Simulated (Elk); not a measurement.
# Does KNiF3 carry moments in Elk?, part 2 of 2

Wanted: the moments of KNiF3 and the energy gained by spin polarisation.

Elk 11.2.3 (patched build); LDA (Perdew-Wang) with U = 7.50 eV on Ni d; all-electron APW+lo, Dirac cores, scalar-relativistic bands.

So far. Step 2 (Run 1 (ferro +)): After 22 cycles the largest moment stands at 1.84 μB.

The database entry behind the starting cell differs from later determinations by our own check (about 0.35 % short), so it need not match the best structure at ambient conditions.

### 3. Order 2, typed as no spin polarisation

This run holds no moments, which gives a state to set the others against.

elk.in

```
tasks
  0

xctype
  3

rgkmax
  7.0

nempty
  14

swidth
  0.002

epsengy
  1e-05

maxscl
  100

lmaxi
  2

sppath
  './'

avec
  7.55890449850 0.00000000000 0.00000000000
  0.00000000000 7.55890449850 0.00000000000
  0.00000000000 0.00000000000 7.55890449850

atoms
  3
  'K.in'
  1
  0.0000000000 0.0000000000 0.0000000000   0.000000 0.000000 0.000000
  'Ni.in'
  1
  0.5000000000 0.5000000000 0.5000000000   0.000000 0.000000 0.000000
  'F.in'
  3
  0.5000000000 0.5000000000 0.0000000000   0.000000 0.000000 0.000000
  0.0000000000 0.5000000000 0.5000000000   0.000000 0.000000 0.000000
  0.5000000000 0.0000000000 0.5000000000   0.000000 0.000000 0.000000

ngridk
  6 6 6

dft+u
  1 1
  2 2 0.275620 0.000000
```

Started as:

```sh
$ OMP_NUM_THREADS=2 elk
```

Numbers of over 12 decimals in the logs are rounded to 6 here.

Log:

```text
Warning(gndstate): core states of species 2 leak from the muffin-tin :   0.2033630192E-02
Warning(gndstate): forces or DFT+U at lmaxo under 8 : 6
  [figures from our tests cut]: type lmaxo 8 and lmaxapw 10

--- INFO.OUT ---
┌─────────────────────────┐
│ Elk code version 11.2.3 │
└─────────────────────────┘

All units are atomic (Hartree, Bohr, etc.)

┌─────────────────────────────────────────────────┐
│ Ground-state run starting from atomic densities │
└─────────────────────────────────────────────────┘

Lattice vectors :
   7.558904498       0.000000000       0.000000000
   0.000000000       7.558904498       0.000000000
   0.000000000       0.000000000       7.558904498

Species : 1 (K)
 parameters loaded from : K.in
 name : potassium
 nuclear charge    :   -19.00000000
 electronic charge :    19.00000000
 atomic mass :    71271.84090
 muffin-tin radius :    2.400000000
 number of radial points in muffin-tin :    497
 inner part over the whole radius :   0.9891652203E-02
 number on inner part of muffin-tin    :    349
 approximate nuclear radius :   0.6514746337E-04
 number of mesh points to nuclear radius :    160
 atomic positions (lattice), magnetic fields (Cartesian) :
  1 :   0.00000000  0.00000000  0.00000000    0.00000000  0.00000000  0.00000000

Species : 2 (Ni)
 parameters loaded from : Ni.in
 name : nickel
 nuclear charge    :   -28.00000000
 electronic charge :    28.00000000
 atomic mass :    106991.5231
 muffin-tin radius :    2.034246681
 number of radial points in muffin-tin :    497
 inner part over the whole radius :   0.9807773375E-02
 number on inner part of muffin-tin    :    349
 approximate nuclear radius :   0.7325707712E-04
 number of mesh points to nuclear radius :    170
 atomic positions (lattice), magnetic fields (Cartesian) :
  1 :   0.50000000  0.50000000  0.50000000    0.00000000  0.00000000  0.00000000

Species : 3 (F)
 parameters loaded from : F.in
 name : fluorine
 nuclear charge    :   -9.000000000
 electronic charge :    9.000000000
 atomic mass :    34631.97045
 muffin-tin radius :    1.695205568
 number of radial points in muffin-tin :    297
 inner part over the whole radius :   0.9716721889E-02
 number on inner part of muffin-tin    :    204
 approximate nuclear radius :   0.5278478738E-04
 number of mesh points to nuclear radius :     89
 atomic positions (lattice), magnetic fields (Cartesian) :
  1 :   0.50000000  0.50000000  0.00000000    0.00000000  0.00000000  0.00000000
  2 :   0.00000000  0.50000000  0.50000000    0.00000000  0.00000000  0.00000000
  3 :   0.50000000  0.00000000  0.50000000    0.00000000  0.00000000  0.00000000

Total number of atoms per unit cell :    5
Total muffin-tin volume :    154.3849234
 ratio of muffin-tin to unit cell volume :   0.3574607082

Spin treatment :
 spin-unpolarised

Number of Bravais lattice symmetries :   48
Number of crystal symmetries         :   48
Crystal has inversion symmetry
Real symmetric eigensolver will be used

k-point grid :      6     6     6
k-point offset :    0.000000000       0.000000000       0.000000000
k-point set is reduced with full crystal symmetry group
Total number of k-points :       20

Muffin-tin radius times maximum |G+k| :    7.000000000
 using average radius
Maximum |G+k| for APW functions       :    3.676523348
Maximum (1/2)|G+k|²                   :    6.758411962
Maximum |G| for potential and density :    12.00000000
Constant for pseudocharge density :    7
 order of it for each species :   14  14  14
 order of it for pair densities of each species (exact exchange by exxq0 0: 14) :   14  11   7
Radial integration step length :    1

G-vector grid sizes :     30    30    30
Number of G-vectors :    12557

Maximum angular momentum used for
 APW functions            :    8
 outer part of muffin-tin :    6
 inner part of muffin-tin :    2

Number of empty states         :     70
Total number of valence states :     94
Total number of core states    :     28

Third-order local-orbitals added for an l without core states : T
Total number of local-orbitals :     63

Exchange-correlation functional :      3     0     0
 Perdew-Wang/Ceperley-Alder, Phys. Rev. B 45, 13244 (1992)
 gradient requirement :    0
 local density approximation (LDA)

DFT+U calculation
 fully localised limit (FLL)
 see Phys. Rev. B 52, R5467 (1995)
 species : 2 (Ni), l = 2, U =   0.27562000, J =   0.00000000

Smearing type :    3
 Fermi-Dirac
Smearing width :   0.2000000000E-02
Effective electronic temperature (K) :    631.5500496

Mixing type :    3
 Broyden mixing, J. Phys. A: Math. Gen. 17, L317 (1984)

Kohn-Sham potential initialised from atomic data

┌──────────────────────────────┐
│ Self-consistent loop started │
└──────────────────────────────┘

┌─────────────────┐
│ Loop number : 1 │
└─────────────────┘

Energies :
 Fermi                       :    -0.34782423356499E-01
 sum of occupied eigenvalues :     -1380.1940828054
 electron kinetic            :      2446.7000619258
 core electron kinetic       :      2172.8522343165
 Coulomb                     :     -4741.3565217698
 Coulomb potential           :     -3652.2890509123
 nuclear-nuclear             :     -384.79460016767
 electron-nuclear            :     -5071.9882736329
 Hartree                     :      715.42635203075
 Madelung                    :     -2915.2119963136
 xc potential                :     -174.60509381887
 exchange                    :     -117.03925804163
 correlation                 :     -5.946150
 DFT+U                       :     0.894791
 electron entropic           :    -0.78888065990146E-03
 total energy                :     -2416.7478649258

Density of states at Fermi energy :    57.80952675
 (states/Hartree/unit cell)

Estimated indirect band gap :   0.4680490330E-02
 from k-point 16 to k-point 4
Estimated direct band gap   :   0.1905387683E-01
 at k-point 12

Charges :
 core                        :    28.00000000
 valence                     :    46.00000000
 interstitial                :    4.476582221
 muffin-tins (core leakage)
  species : 1 (K)
   atom 1                    :    17.53938036     ( -0.3352093163E-05)
  species : 2 (Ni)
   atom 1                    :    26.18262323     (  0.1960637476E-02)
  species : 3 (F)
   atom 1                    :    8.600471396     ( -0.4521518580E-05)
   atom 2                    :    8.600471396     ( -0.4521518580E-05)
   atom 3                    :    8.600471396     ( -0.4521518580E-05)
 total in muffin-tins        :    69.52341778
 total calculated charge     :    73.99773654
 total charge                :    74.00000000
 error                       :   0.2263464564E-02

[... earlier loops left out ...]

┌──────────────────┐
│ Loop number : 23 │
└──────────────────┘

Energies :
 Fermi                       :     0.102045
 sum of occupied eigenvalues :     -1370.8547090148
 electron kinetic            :      2442.8409355861
 core electron kinetic       :      2172.9053882918
 Coulomb                     :     -4738.2115087456
 Coulomb potential           :     -3651.6558368594
 nuclear-nuclear             :     -384.79460016767
 electron-nuclear            :     -5066.3207296284
 Hartree                     :      712.90382105043
 Madelung                    :     -2912.3835903159
 xc potential                :     -162.03980774152
 exchange                    :     -116.61416067440
 correlation                 :     -5.930513
 DFT+U                       :     0.911649
 electron entropic           :    -0.68757410247477E-03
 total energy                :     -2417.0042857168

Density of states at Fermi energy :    49.42858776
 (states/Hartree/unit cell)

Estimated indirect band gap :   0.4239511391E-02
 from k-point 16 to k-point 4
Estimated direct band gap   :   0.2132727271E-01
 at k-point 12

Charges :
 core                        :    28.00000000
 valence                     :    46.00000000
 interstitial                :    4.832264635
 muffin-tins (core leakage)
  species : 1 (K)
   atom 1                    :    17.59799891     ( -0.3353571858E-05)
  species : 2 (Ni)
   atom 1                    :    26.29737924     (  0.2033630192E-02)
  species : 3 (F)
   atom 1                    :    8.424119071     ( -0.4521536050E-05)
   atom 2                    :    8.424119071     ( -0.4521536050E-05)
   atom 3                    :    8.424119071     ( -0.4521536050E-05)
 total in muffin-tins        :    69.16773537
 total calculated charge     :    73.99769390
 total charge                :    74.00000000
 error                       :   0.2306102406E-02

┌──────────────────────────────┐
│ Self-consistent loop stopped │
└──────────────────────────────┘

Warning : core states of species 2 leak from the muffin-tin :   0.2033630192E-02

Warning : forces or DFT+U at lmaxo under 8 : 6

Wrote STATE.OUT
```

It took 48 s on 2 threads of Arm Neoverse V2, shared host; peak memory 0.12 GiB; 95 s of CPU time.

This step gave:

- density of states at the Fermi level: 1.816 states/eV/cell
- final state: non-magnetic (no spin polarisation)

It lies 2905 meV a seeded atom over the first start.

### 4. A faulty input

A slip in the input shows what the program catches and what it lets pass.

elk.in

```
tasks
  0

xctype
  3

rgkmax
  7.0

nempty
  14

swidth
  0.002

reducebf
  0.6

epsengy
  1e-05

maxscl
  50

lmaxi
  2

spinpol
  .true.

sppath
  './'

avec
  7.55890449850 0.00000000000 0.00000000000
  0.00000000000 7.55890449850 0.00000000000
  0.00000000000 0.00000000000 7.55890449850

atoms
  4
  'K.in'
  1
  0.0000000000 0.0000000000 0.0000000000   0.000000 0.000000 0.000000
  'Ni.in'
  1
  0.5000000000 0.5000000000 0.5000000000   0.000000 0.000000 -0.200000
  'F.in'
  3
  0.5000000000 0.5000000000 0.0000000000   0.000000 0.000000 0.000000
  0.0000000000 0.5000000000 0.5000000000   0.000000 0.000000 0.000000
  0.5000000000 0.0000000000 0.5000000000   0.000000 0.000000 0.000000

ngridk
  6 6 6

dft+u
  1 1
  2 2 0.275620 0.000000
```

Started as:

```sh
$ OMP_NUM_THREADS=2 elk
```

Log:

```text
Fortran runtime error: End of file

	at <dir>
	at <dir>

┌─────────────────────────────────┐
│ Elk code version 11.2.3 started │
└─────────────────────────────────┘
```

Run time: 0.06 s. Hardware: 2 threads; peak memory 0.05 GiB.

The input was rejected at the start.

The fault put into the input: a wrong number of species.

The count under atoms must match the blocks that follow.

### 5. Energies of the orders

These are free energies at a smearing of 0.0544 eV, so its entropy term is in the differences. They are divided by the number of seeded atoms, so that cells of unlike size compare.

Orders:

```csv
start,final state,typed order kept,energy over the lowest (meV a seeded atom),largest sphere moment (μB),net moment (μB a primitive cell),DOS at the Fermi level (states/eV a primitive cell),mesh matched,CPU time (s)
ferro +,ferromagnetic,yes,0,1.844,2,0,yes,229.4
no spin polarisation,non-magnetic,-,2905,0,0,1.816,yes,94.78
```

### 6. What came out

| Property | Result |
| --- | --- |
| lower run | with moments |
| largest site moment | 1.84 μB |
| run without spin seeds, over the lowest | 2905 meV a seeded atom |

In words: The crystal holds moments, up to 1.84 μB, and gains 2905 meV a seeded atom by them. Under a U a spinless open shell is left with part-filled orbitals, which the U penalises, so its energy is no clean measure of what the moments gain. No antiferromagnetic order was tried, so the session says nothing on how the moments order.

[Logs and program files are shortened in this print: banners, set-up blocks, solver, clock and traceback lines can be left out without a mark of their own.]

[Logs are printed without paths, hosts, clocks, repeated set-up lines and the standing remarks that a program may print on its own settings, such as how far it seeks lower states.]

[Hosts, paths, dates, database ids (printed as entryN), source tags and the programs' standing remarks are cut or masked in the printed files.]

[Where a cell is said to come from a database of computed structures, the database is the Materials Project.]
